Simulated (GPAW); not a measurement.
## zigzag Eu chain, bond 3.146 A: which magnetic order is lowest

Wanted: the moments of zigzag Eu chain, bond 3.146 A and the energy of each order that was tried.

Calculated with GPAW 26.7.0; PBE; plane waves with GPAW's PAW setups, scalar-relativistic.

**1. Starting point**

The cell holds 2 atoms: 2 Eu. Cell: a = 12.000 Å, b = 12.000 Å, c = 3.775 Å, α = 90.0°, β = 90.0°, γ = 90.0°. model lattice. Vacuum lies along a and b. The structure's axis is c.

**2. Run 1 (ferro ++)**

Parallel moments need no larger cell; this start tests for a ferromagnetic state only.

File order1.py:

```python
import json
import numpy as np
from ase import Atoms
from ase.parallel import paropen, parprint
from gpaw import GPAW

atoms = Atoms(['Eu', 'Eu'],
    cell=[[12.0, 0.0, 0.0],
         [0.0, 12.0, 0.0],
         [0.0, 0.0, 3.7752]],
    scaled_positions=[[0.39513333, 0.5, 0.0],
         [0.60486667, 0.5, 0.5]],
    pbc=True,
    magmoms=[7.0, 7.0])
atoms.calc = GPAW(mode={'name': 'pw', 'ecut': 700},
    xc='PBE',
    kpts={'size': (1, 1, 8), 'gamma': True},
    occupations={'name': 'fermi-dirac', 'width': 0.05},
    convergence={'density': 1e-05, 'energy': 1e-05},
    maxiter=200,
    symmetry={'tolerance': 1e-4},
    txt='order1.txt')
e = atoms.get_potential_energy(force_consistent=True)
res = {'free_energy': e, 'energy_sigma0': atoms.get_potential_energy(), 'fermi_energy': atoms.calc.get_fermi_level()}
res['moments'] = atoms.get_magnetic_moments().tolist()
res['total'] = atoms.get_magnetic_moment()
parprint('site moments (muB):', np.round(res['moments'], 3))
parprint(f"total moment: {res['total']:.3f} muB")
parprint(f'free energy: {e:.6f} eV')
atoms.calc.write('order1.gpw')
with paropen('results.json', 'w') as f:
    json.dump(res, f)
```

On the command line:

```console
$ OMP_NUM_THREADS=1 python3 order1.py > order1.log
```

What it wrote:

```text
site moments (muB): [6.857 6.857]
total moment: 16.062 muB
free energy: -17.042279 eV

--- order1.txt ---
Input parameters:
  mode=PW(ecut=700),
  convergence={'density': 1e-05, 'energy': 1e-05},
  kpts=MonkhorstPack(size=(1, 1, 8), gamma=True),
  maxiter=200,
  occupations=Occupations(name='fermi-dirac', width=0.05),
  symmetry=Symmetry(tolerance=0.0001),
  xc=XC(name='PBE')

Diagonalizing LCAO Hamiltonian
Converting LCAO to pw mode
        .----------------------------.
       /|                            |
      / |                            |
     /  |                            |
    /   |                            |
   /    .----------------------------.
  /    /              Eu            /
 *    /                            /
 |   /                            /
 |  /           Eu               /
 | /                            /
 |/                            /
 *----------------------------*

Atoms  # Å, Bohr magnetons
|   | symbol |        x |        y |        z |    initial magnetic moments |
|---|--------|----------|----------|----------|-----------------------------|
| 0 |     Eu | 4.741600 | 6.000000 | 0.000000 | ( 0.0000,  0.0000,  7.0000) |
| 1 |     Eu | 7.258400 | 6.000000 | 1.887600 | ( 0.0000,  0.0000,  7.0000) |

Unit cell  # Å
| periodic |         x |         y |        z |   lengths |    angles |
|----------|-----------|-----------|----------|-----------|-----------|
|      yes | 12.000000 |  0.000000 | 0.000000 | 12.000000 | 90.000000 |
|      yes |  0.000000 | 12.000000 | 0.000000 | 12.000000 | 90.000000 |
|      yes |  0.000000 |  0.000000 | 3.775200 |  3.775200 | 90.000000 |

Number of symmetries: 4

BZ-sampling:
  Number of BZ points: 8
  Number of IBZ points: 5

  Monkhorst-Pack size: [1, 1, 8]
  Monkhorst-Pack shift: [0.0, 0.0, 0.0625]

K-points  # in reciprocal-cell coordinates
|   |                                coordinates |     weight |
|---|--------------------------------------------|------------|
| 0 | (  0.00000000,   0.00000000,   0.00000000) | 0.12500000 |
| 1 | (  0.00000000,   0.00000000,   0.12500000) | 0.25000000 |
| 2 | (  0.00000000,   0.00000000,   0.25000000) | 0.25000000 |
| 3 | (  0.00000000,   0.00000000,   0.37500000) | 0.25000000 |
| 4 | (  0.00000000,   0.00000000,   0.50000000) | 0.12500000 |

Plane wave coefficients: 22888
Cutoff: 700.0 eV

Spin-components: 2 (collinear spins)
Bands:           33
Projectors:      16
Spin-degeneracy: 1
Datatype:        complex128

Parallelization:
  kpt:    1
  domain: 1
  band:   1

Density:
  Valence electrons: 34.0
  Components: 2
  Grid points: [75 75 24]
  Charge: 0.0  # |e|

Potential:
  Grid points: [75 75 24]

species:
  Eu:
    name:    Europium
    Z:       63.0
    valence: 17
    core:    46
    charge:  0.0  # [|e|]
    compensation charges:
      type: gauss
      rc: 0.35  # [Å]
      lmax: 2
    cutoffs:
      filter: 1.17  # [Å]
      core: 1.91  # [Å]
    projectors
    | kind |    occ | energy [eV] | rcut [Å] |
    |------|--------|-------------|----------|
    |   5s |  2.000 |     -44.666 |    1.164 |
    |   6s |  2.000 |      -3.623 |    1.164 |
    |   5p |  6.000 |     -23.775 |    1.164 |
    |   6p |  0.000 |      -1.197 |    1.164 |
    |   5d |  0.000 |      -1.557 |    1.164 |
    |   4f |  7.000 |      -2.712 |    1.164 |
    |    d |        |      25.654 |    1.164 |
    |    f |        |      24.500 |    1.164 |

    Using partial waves for Eu as LCAO basis

Reference energy: -590161.623223  # eV

eigensolver:
  PPCG
  Converge bands: occupied
  niter=2

density mixing:
  MSR1-Mixer
  Pratt-step length: 0.05
  Maximum mixing coefficient: 0.75
  Old densities: 10
  SVD Regularization: 0.005
  Good broyden scale: 1.0
  Trust region scale: 1.0
  Backstep threshold: 4.0
  History deletion threshold: 6.0
  Fourier metric: weight=20.0, sigma=0.015

occupation numbers:
  Fermi-Dirac:
    width: 0.0500  # eV

poisson solver:
  ecut: 5600.0  # eV

xc functional:
  name: PBE with 2 nearest neighbor stencil

convergence criteria:
- Maximum integral of absolute [dens]ity change: 1e-05 electrons / valence electron
- Maximum [total energy] change in last 3 cyles: 1e-05 eV / valence electron
- Maximum integral of absolute [eigenst]ate change: 4e-08 eV^2 / valence electron
maximum number of iterations: 200

SCF iterations
|iter     |      energy | eigst |  dens |  magmom |
|---------|-------------|-------|-------|---------|
|iter:   1|       0s |  -18.402928 | -0.23 |       | +14.0328|
|iter:   2|       9s |  -16.966083 | -0.94 | -0.53 | +13.8890|
|iter:   3|      18s |  -16.881821 | -2.23 | -1.00 | +13.9634|
|iter:   4|      27s |  -16.762888 | -1.68 | -1.04 | +14.3056|
|iter:   5|      37s |  -16.818088 | -2.45 | -1.17 | +14.5721|
|iter:   6|      46s |  -16.920719 | -2.07 | -1.23 | +15.0940|
|iter:   7|      55s |  -17.001403 | -2.07 | -1.41 | +15.6882|
|iter:   8|      64s |  -17.017102 | -2.88 | -1.82 | +15.8796|
|iter:   9|      72s |  -17.024516 | -3.21 | -2.14 | +16.0117|
|iter:  10|      80s |  -17.022881 | -3.60 | -2.18 | +16.0198|
|iter:  11|      89s |  -17.023846 | -3.65 | -2.46 | +16.0554|
|iter:  12|      97s |  -17.023843 | -4.83 | -2.96 | +16.0583|
|iter:  13|     105s |  -17.023851c| -5.01 | -3.08 | +16.0529|
|iter:  14|     114s |  -17.023773c| -4.77 | -3.23 | +16.0570|
|iter:  15|     123s |  -17.023721c| -5.56 | -3.62 | +16.0585|
|iter:  16|     131s |  -17.023674c| -5.97 | -3.81 | +16.0594|
|iter:  17|     140s |  -17.023649c| -6.74 | -4.21 | +16.0603|
|iter:  18|     149s |  -17.023640c| -7.40 | -4.40 | +16.0609|
|iter:  19|     157s |  -17.023629c| -7.23 | -4.56 | +16.0616|
|iter:  20|     162s |  -17.023624c| -7.56c| -4.86 | +16.0620|
|iter:  21|     166s |  -17.023624c| -7.92c| -5.12c| +16.0621|

Converged in 21 steps
Energy contributions relative to reference atoms: (reference = -590161.623223)

Energy contributions:
  Kinetic:          22.068697
  Coulomb:         -14.082759
  Zero:              0.088012
  External:          0.000000
  Xc:              -25.078919
  Entropy:          -0.037309
  Spinorbit:         0.000000
  ----------------------------
  Free energy:     -17.042279
  Extrapolated:    -17.023624

dipole moment: (0.000000, -0.000001, -20.938246)  # |e|*Ang

Total magnetic moment: (0.000000, 0.000000, 16.062085)

Local magnetic moments
|        x |        y |        z |
|----------|----------|----------|
| 0.000000 | 0.000000 | 6.857307 |  # Eu   0
| 0.000000 | 0.000000 | 6.857305 |  # Eu   1

Fermi level: -1.227
Eigenvalues  # (at kpt = [0.000, 0.000, 0.000])
| band index |      eig [eV] | occ [0-1] |      eig [eV] | occ [0-1] |
|------------|---------------|-----------|---------------|-----------|
|          0 |       -43.075 |     1.000 |       -39.809 |     1.000 |
|        ... |               |           |               |           |
|         10 |        -1.979 |     1.000 |        -0.254 |     0.000 |
|         11 |        -1.956 |     1.000 |         0.034 |     0.000 |
|         12 |        -1.955 |     1.000 |         0.104 |     0.000 |
|         13 |        -1.887 |     1.000 |         0.341 |     0.000 |
|         14 |        -1.884 |     1.000 |         0.473 |     0.000 |
|         15 |        -1.856 |     1.000 |         0.645 |     0.000 |
|         16 |        -1.794 |     1.000 |         1.586 |     0.000 |
|         17 |        -1.755 |     1.000 |         1.622 |     0.000 |
|         18 |        -1.716 |     1.000 |         1.789 |     0.000 |
|         19 |        -1.715 |     1.000 |         2.376 |     0.000 |
|         20 |        -1.713 |     1.000 |         2.422 |     0.000 |
|         21 |        -1.696 |     1.000 |         2.504 |     0.000 |
|         22 |        -1.692 |     1.000 |         2.591 |     0.000 |
|         23 |        -1.690 |     1.000 |         2.683 |     0.000 |
|         24 |        -1.346 |     0.916 |         2.714 |     0.000 |
|        ... |               |           |               |           |
|         32 |         1.539 |     0.000 |         3.190 |     0.000 |

No gap
No difference between direct/indirect transitions
```

It took 3 min on 1 MPI rank of Intel Xeon Platinum 8488C (Sapphire Rapids), shared host; peak memory 0.68 GiB.

This step gave:

```
magnetization  : 16.06 μB
final state    : ferromagnetic
largest moment : 6.857 μB
```

After 21 cycles the largest moment stands at 6.86 μB.

**3. Start 2: antiferro +-**

Another pattern of signs weighs the neighbour shells otherwise.

order2.py is the script of step 2 with these lines changed:

```diff
@@ -13,3 +13,3 @@
     pbc=True,
-    magmoms=[7.0, 7.0])
+    magmoms=[7.0, -7.0])
 atoms.calc = GPAW(mode={'name': 'pw', 'ecut': 700},
@@ -21,3 +21,3 @@
     symmetry={'tolerance': 1e-4},
-    txt='order1.txt')
+    txt='order2.txt')
 e = atoms.get_potential_energy(force_consistent=True)
@@ -29,3 +29,3 @@
 parprint(f'free energy: {e:.6f} eV')
-atoms.calc.write('order1.gpw')
+atoms.calc.write('order2.gpw')
 with paropen('results.json', 'w') as f:
```

On the command line:

```console
$ OMP_NUM_THREADS=1 python3 order2.py > order2.log
```

What it wrote:

```text
site moments (muB): [ 6.714 -6.714]
total moment: -0.000 muB
free energy: -16.460912 eV

--- order2.txt ---
Input parameters:
  mode=PW(ecut=700),
  convergence={'density': 1e-05, 'energy': 1e-05},
  kpts=MonkhorstPack(size=(1, 1, 8), gamma=True),
  maxiter=200,
  occupations=Occupations(name='fermi-dirac', width=0.05),
  symmetry=Symmetry(tolerance=0.0001),
  xc=XC(name='PBE')

Diagonalizing LCAO Hamiltonian
Converting LCAO to pw mode
        .----------------------------.
       /|                            |
      / |                            |
     /  |                            |
    /   |                            |
   /    .----------------------------.
  /    /              Eu            /
 *    /                            /
 |   /                            /
 |  /           Eu               /
 | /                            /
 |/                            /
 *----------------------------*

Atoms  # Å, Bohr magnetons
|   | symbol |        x |        y |        z |    initial magnetic moments |
|---|--------|----------|----------|----------|-----------------------------|
| 0 |     Eu | 4.741600 | 6.000000 | 0.000000 | ( 0.0000,  0.0000,  7.0000) |
| 1 |     Eu | 7.258400 | 6.000000 | 1.887600 | ( 0.0000,  0.0000, -7.0000) |

Unit cell  # Å
| periodic |         x |         y |        z |   lengths |    angles |
|----------|-----------|-----------|----------|-----------|-----------|
|      yes | 12.000000 |  0.000000 | 0.000000 | 12.000000 | 90.000000 |
|      yes |  0.000000 | 12.000000 | 0.000000 | 12.000000 | 90.000000 |
|      yes |  0.000000 |  0.000000 | 3.775200 |  3.775200 | 90.000000 |

Number of symmetries: 4

BZ-sampling:
  Number of BZ points: 8
  Number of IBZ points: 5

  Monkhorst-Pack size: [1, 1, 8]
  Monkhorst-Pack shift: [0.0, 0.0, 0.0625]

Plane wave coefficients: 22888
Cutoff: 700.0 eV

Spin-components: 2 (collinear spins)
Bands:           25
Projectors:      16
Spin-degeneracy: 1
Datatype:        complex128

Parallelization:
  kpt:    1
  domain: 1
  band:   1

Density:
  Valence electrons: 34.0
  Components: 2
  Grid points: [75 75 24]
  Charge: 0.0  # |e|

Potential:
  Grid points: [75 75 24]

[... setups left out ...]
Reference energy: -590161.623223  # eV

eigensolver:
  PPCG
  Converge bands: occupied
  niter=2

density mixing:
  MSR1-Mixer
  Pratt-step length: 0.05
  Maximum mixing coefficient: 0.75
  Old densities: 10
  SVD Regularization: 0.005
  Good broyden scale: 1.0
  Trust region scale: 1.0
  Backstep threshold: 4.0
  History deletion threshold: 6.0
  Fourier metric: weight=20.0, sigma=0.015

occupation numbers:
  Fermi-Dirac:
    width: 0.0500  # eV

poisson solver:
  ecut: 5600.0  # eV

xc functional:
  name: PBE with 2 nearest neighbor stencil

convergence criteria:
- Maximum integral of absolute [dens]ity change: 1e-05 electrons / valence electron
- Maximum [total energy] change in last 3 cyles: 1e-05 eV / valence electron
- Maximum integral of absolute [eigenst]ate change: 4e-08 eV^2 / valence electron
maximum number of iterations: 200

SCF iterations
|iter     |      energy | eigst |  dens |  magmom |
|---------|-------------|-------|-------|---------|
|iter:   1|       0s |  -18.490899 | +0.93 |       |  -0.0000|
|iter:   2|       7s |  -16.708291 | -0.58 | -0.53 |  +0.0000|
|iter:   3|      15s |  -16.590061 | -1.39 | -1.13 |  +0.0000|
|iter:   4|      23s |  -16.397126 | -0.66 | -1.18 |  -0.0000|
|iter:   5|      30s |  -16.380812 | -1.92 | -1.40 |  +0.0000|
|iter:   6|      37s |  -16.368317 | -1.67 | -1.46 |  -0.0000|
|iter:   7|      45s |  -16.379287 | -2.16 | -1.63 |  +0.0000|
|iter:   8|      52s |  -16.398039 | -2.28 | -1.82 |  -0.0000|
|iter:   9|      59s |  -16.409200 | -2.74 | -2.06 |  +0.0000|
|iter:  10|      66s |  -16.423736 | -2.16 | -2.19 |  -0.0000|
|iter:  11|      73s |  -16.425943 | -3.12 | -2.61 |  +0.0000|
|iter:  12|      80s |  -16.427918 | -3.13 | -2.85 |  -0.0000|
|iter:  13|      87s |  -16.427980 | -4.18 | -2.97 |  +0.0000|
|iter:  14|      94s |  -16.427935c| -4.86 | -3.32 |  -0.0000|
|iter:  15|     101s |  -16.428143c| -4.59 | -3.53 |  +0.0000|
|iter:  16|     109s |  -16.428151c| -5.55 | -3.94 |  -0.0001|
|iter:  17|     117s |  -16.428155c| -6.43 | -4.02 |  +0.0000|
|iter:  18|     123s |  -16.428138c| -6.32 | -4.22 |  -0.0000|
|iter:  19|     129s |  -16.428138c| -7.34 | -4.85 |  -0.0000|
|iter:  20|     135s |  -16.428137c| -7.33 | -5.03c|  -0.0000|
|iter:  21|     141s |  -16.428138c| -7.85c| -5.31c|  -0.0000|

Converged in 21 steps
Energy contributions relative to reference atoms: (reference = -590161.623223)

Energy contributions:
  Kinetic:          28.656305
  Coulomb:         -20.165877
  Zero:             -0.054847
  External:          0.000000
  Xc:              -24.830944
  Entropy:          -0.065549
  Spinorbit:         0.000000
  ----------------------------
  Free energy:     -16.460912
  Extrapolated:    -16.428138

dipole moment: (-0.000006, -0.000001, -20.919011)  # |e|*Ang

Total magnetic moment: (0.000000, 0.000000, -0.000021)

Local magnetic moments
|        x |        y |         z |
|----------|----------|-----------|
| 0.000000 | 0.000000 |  6.714382 |  # Eu   0
| 0.000000 | 0.000000 | -6.714385 |  # Eu   1

Fermi level: -1.054
Eigenvalues  # (at kpt = [0.000, 0.000, 0.000])
| band index |      eig [eV] | occ [0-1] |      eig [eV] | occ [0-1] |
|------------|---------------|-----------|---------------|-----------|
|          0 |       -42.973 |     1.000 |       -42.973 |     1.000 |
|        ... |               |           |               |           |
|          9 |        -2.158 |     1.000 |        -2.158 |     1.000 |
|         10 |        -1.801 |     1.000 |        -1.801 |     1.000 |
|         11 |        -1.774 |     1.000 |        -1.774 |     1.000 |
|         12 |        -1.719 |     1.000 |        -1.719 |     1.000 |
|         13 |        -1.716 |     1.000 |        -1.716 |     1.000 |
|         14 |        -1.704 |     1.000 |        -1.704 |     1.000 |
|         15 |        -1.702 |     1.000 |        -1.702 |     1.000 |
|         16 |        -1.636 |     1.000 |        -1.636 |     1.000 |
|         17 |        -0.892 |     0.038 |        -0.892 |     0.038 |
|         18 |        -0.664 |     0.000 |        -0.664 |     0.000 |
|         19 |        -0.488 |     0.000 |        -0.488 |     0.000 |
|         20 |        -0.039 |     0.000 |        -0.039 |     0.000 |
|         21 |         0.147 |     0.000 |         0.147 |     0.000 |
|         22 |         0.479 |     0.000 |         0.479 |     0.000 |
|         23 |         0.847 |     0.000 |         0.847 |     0.000 |
|         24 |         1.259 |     0.000 |         1.259 |     0.000 |

No gap
No difference between direct/indirect transitions
```

The job ended after 2.6 min (1 MPI rank; peak memory 0.65 GiB).

Read from the output:

```
magnetization  : 0 μB
final state    : antiferromagnetic
largest moment : 6.714 μB
```

It lies 291 meV a seeded atom over the first start, and its largest moment is 6.71 μB against 6.86 μB.

**4. Run 3 (antiferro q=(0,0,1/2) +-+-)**

Another pattern of signs weighs the neighbour shells otherwise.

This order needs a doubled cell of 4 atoms. Its mesh is chosen so that both cells sample the same points.

File order3.py:

```python
import json
import numpy as np
from ase import Atoms
from ase.parallel import paropen, parprint
from gpaw import GPAW

atoms = Atoms(['Eu', 'Eu', 'Eu', 'Eu'],
    cell=[[12.0, 0.0, 0.0],
         [0.0, 12.0, 0.0],
         [0.0, 0.0, 7.5504]],
    scaled_positions=[[0.39513333, 0.5, 0.0],
         [0.39513333, 0.5, 0.5],
         [0.60486667, 0.5, 0.25],
         [0.60486667, 0.5, 0.75]],
    pbc=True,
    magmoms=[7.0, -7.0, 7.0, -7.0])
atoms.calc = GPAW(mode={'name': 'pw', 'ecut': 700},
    xc='PBE',
    kpts={'size': (1, 1, 4), 'gamma': True},
    occupations={'name': 'fermi-dirac', 'width': 0.05},
    convergence={'density': 1e-05, 'energy': 1e-05},
    maxiter=200,
    symmetry={'tolerance': 1e-4},
    txt='order3.txt')
e = atoms.get_potential_energy(force_consistent=True)
res = {'free_energy': e, 'energy_sigma0': atoms.get_potential_energy(), 'fermi_energy': atoms.calc.get_fermi_level()}
res['moments'] = atoms.get_magnetic_moments().tolist()
res['total'] = atoms.get_magnetic_moment()
parprint('site moments (muB):', np.round(res['moments'], 3))
parprint(f"total moment: {res['total']:.3f} muB")
parprint(f'free energy: {e:.6f} eV')
atoms.calc.write('order3.gpw')
with paropen('results.json', 'w') as f:
    json.dump(res, f)
```

On the command line:

```console
$ OMP_NUM_THREADS=1 python3 order3.py > order3.log
```

What it wrote:

```text
site moments (muB): [ 6.77 -6.77  6.77 -6.77]
total moment: -0.000 muB
free energy: -33.235954 eV

--- order3.txt ---
Input parameters:
  mode=PW(ecut=700),
  convergence={'density': 1e-05, 'energy': 1e-05},
  kpts=MonkhorstPack(size=(1, 1, 4), gamma=True),
  maxiter=200,
  occupations=Occupations(name='fermi-dirac', width=0.05),
  symmetry=Symmetry(tolerance=0.0001),
  xc=XC(name='PBE')

Diagonalizing LCAO Hamiltonian
[...]
|         28 |        -1.687 |     1.000 |        -1.687 |     1.000 |
[...]
|         38 |        -0.348 |     0.000 |        -0.348 |     0.000 |
|         39 |        -0.019 |     0.000 |        -0.020 |     0.000 |
|         40 |         0.041 |     0.000 |         0.041 |     0.000 |
|        ... |               |           |               |           |
|         44 |         0.931 |     0.000 |         0.931 |     0.000 |

No gap
No difference between direct/indirect transitions


[key lines of the parts left out:]
Free energy:     -33.235954
Converged in 36 steps
dipole moment: (0.000001, -0.000002, -41.656241)  # |e|*Ang
Fermi level: -1.141
```

It took 10 min on 1 MPI rank; peak memory 1.2 GiB.

Spin moment in the augmentation sphere by atom:

| atom | spin moment in the augmentation sphere (μB) |
| --- | --- |
| Eu1 | 6.77 |
| Eu2 | -6.77 |
| Eu3 | 6.77 |
| Eu4 | -6.77 |

Read from the output:

| Quantity | Value |
| --- | --- |
| magnetization | 0 μB |
| final state | antiferromagnetic |

It lies 212 meV a seeded atom over the first start, and its largest moment is 6.77 μB against 6.86 μB.

(Continued in part 2 of 2.)

[Logs and program files are shortened in this print: banners, set-up blocks, solver, clock and traceback lines can be left out without a mark of their own.]

[Logs are printed without paths, hosts, clocks, repeated set-up lines and the standing remarks that a program may print on its own settings, such as how far it seeks lower states.]

[Hosts, paths, dates, database ids (printed as entryN), source tags and the programs' standing remarks are cut or masked in the printed files.]

[Where a cell is said to come from a database of computed structures, the database is the Materials Project.]
